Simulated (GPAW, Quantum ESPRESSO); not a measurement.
Consider SnO2 (Cassiterite, P4_2/mnm).

```xyz
6
Lattice="4.7380 0.0000 0.0000 0.0000 4.7380 0.0000 0.0000 0.0000 3.1865" Properties=species:S:1:pos:R:3 pbc="T T T"
Sn    2.3690    2.3690    1.5933
Sn    0.0000    0.0000    0.0000
O     3.8240    0.9140    1.5933
O     3.2830    3.2830    0.0000
O     0.9140    3.8240    1.5933
O     1.4550    1.4550    0.0000
```

Absorber: atom 1, with 6 O at 2.05 Å (distorted octahedral, site symmetry mmm). Method: Quantum ESPRESSO XSpectra, PBE, full core hole (charged cell), 12-atom cell with 5.7 Å between holes, 4×4×4 k points, dipole transitions, Lorentzian half width 4.25 eV (not a setting of the program: the run's 0.4 eV curve was folded afterwards with a further Lorentzian).

Q: What does the Sn K edge look like?

Main maxima up to 30 eV above the zero (height): 8.8 eV (1.40). A K edge sees empty p states on the absorber. 

The Sn K spectrum (energy from the lowest empty level; intensity scaled to a mean of 1 over the first 20 eV; folded afterwards to Lorentzian half width 4.25 eV; the points at xe0, where the cut of filled states can leave a spike, are interpolated; polarised curves are means over the symmetry-equivalent atoms):

```tsv
E (eV)	isotropic	ε ⊥ c	ε ∥ c
-2.0	0.28	0.30	0.26
-1.5	0.31	0.32	0.28
-1.0	0.33	0.35	0.30
-0.5	0.36	0.38	0.33
0.0	0.40	0.42	0.36
0.5	0.44	0.46	0.39
1.0	0.48	0.50	0.43
1.5	0.53	0.56	0.47
2.0	0.58	0.61	0.52
2.5	0.64	0.68	0.57
3.0	0.71	0.75	0.63
3.5	0.78	0.83	0.69
4.0	0.86	0.91	0.76
4.5	0.94	1.00	0.83
5.0	1.03	1.08	0.91
5.5	1.11	1.16	1.00
6.0	1.18	1.23	1.09
6.5	1.25	1.29	1.18
7.0	1.31	1.33	1.26
7.5	1.35	1.36	1.34
8.0	1.38	1.37	1.41
8.5	1.40	1.37	1.46
9.0	1.40	1.35	1.50
9.5	1.38	1.32	1.51
10.0	1.36	1.28	1.51
10.5	1.32	1.24	1.48
11.0	1.28	1.20	1.45
11.5	1.24	1.16	1.40
12.0	1.19	1.11	1.34
12.5	1.14	1.07	1.28
13.0	1.10	1.04	1.22
13.5	1.06	1.01	1.17
14.0	1.02	0.98	1.11
14.5	0.99	0.95	1.07
15.0	0.96	0.93	1.03
15.5	0.94	0.91	0.99
16.0	0.92	0.90	0.96
16.5	0.90	0.88	0.94
17.0	0.89	0.87	0.92
17.5	0.88	0.86	0.90
18.0	0.86	0.85	0.89
18.5	0.85	0.84	0.87
19.0	0.84	0.83	0.86
19.5	0.83	0.82	0.85
20.0	0.82	0.81	0.83
20.5	0.81	0.80	0.82
21.0	0.80	0.79	0.81
21.5	0.79	0.79	0.80
22.0	0.79	0.78	0.79
22.5	0.78	0.78	0.78
23.0	0.78	0.78	0.77
23.5	0.78	0.79	0.77
24.0	0.78	0.79	0.76
24.5	0.78	0.80	0.76
25.0	0.78	0.80	0.75
25.5	0.78	0.80	0.75
26.0	0.78	0.80	0.75
26.5	0.78	0.80	0.74
27.0	0.78	0.80	0.74
27.5	0.77	0.79	0.73
28.0	0.77	0.79	0.72
28.5	0.76	0.78	0.71
29.0	0.75	0.77	0.70
29.5	0.74	0.76	0.68
30.0	0.72	0.75	0.67
30.5	0.71	0.74	0.65
31.0	0.70	0.74	0.64
31.5	0.69	0.73	0.63
32.0	0.68	0.72	0.62
```

The holes are only 5.7 Å apart, so the shape is probably not converged with cell size; no larger cell was run here. Lifetime broadening is put in by hand, and intensities beyond about 20 eV depend on it and on the partial waves; weight that the partial waves miss at high energy is lost. The structure is a published determination, not relaxed.

[Banner, clock and machine lines of the logs are left out without a mark of their own.]

[Logs are printed without paths, hosts, clocks, repeated set-up lines and the standing remarks that a program may print on its own settings, such as how far it seeks lower states.]

[Hosts, paths, dates, database ids (printed as entryN), source tags and the programs' standing remarks are cut or masked in the printed files.]

[Lists of maxima count a maximum above −3 eV only where it reaches 4 % of the highest in the window and stands out from its surroundings by 2 % of it (1.5 % where it reaches 55 %); shoulders and weaker maxima are passed over, and of the rest the first, up to two pre-edge ones and the few strongest are named.]
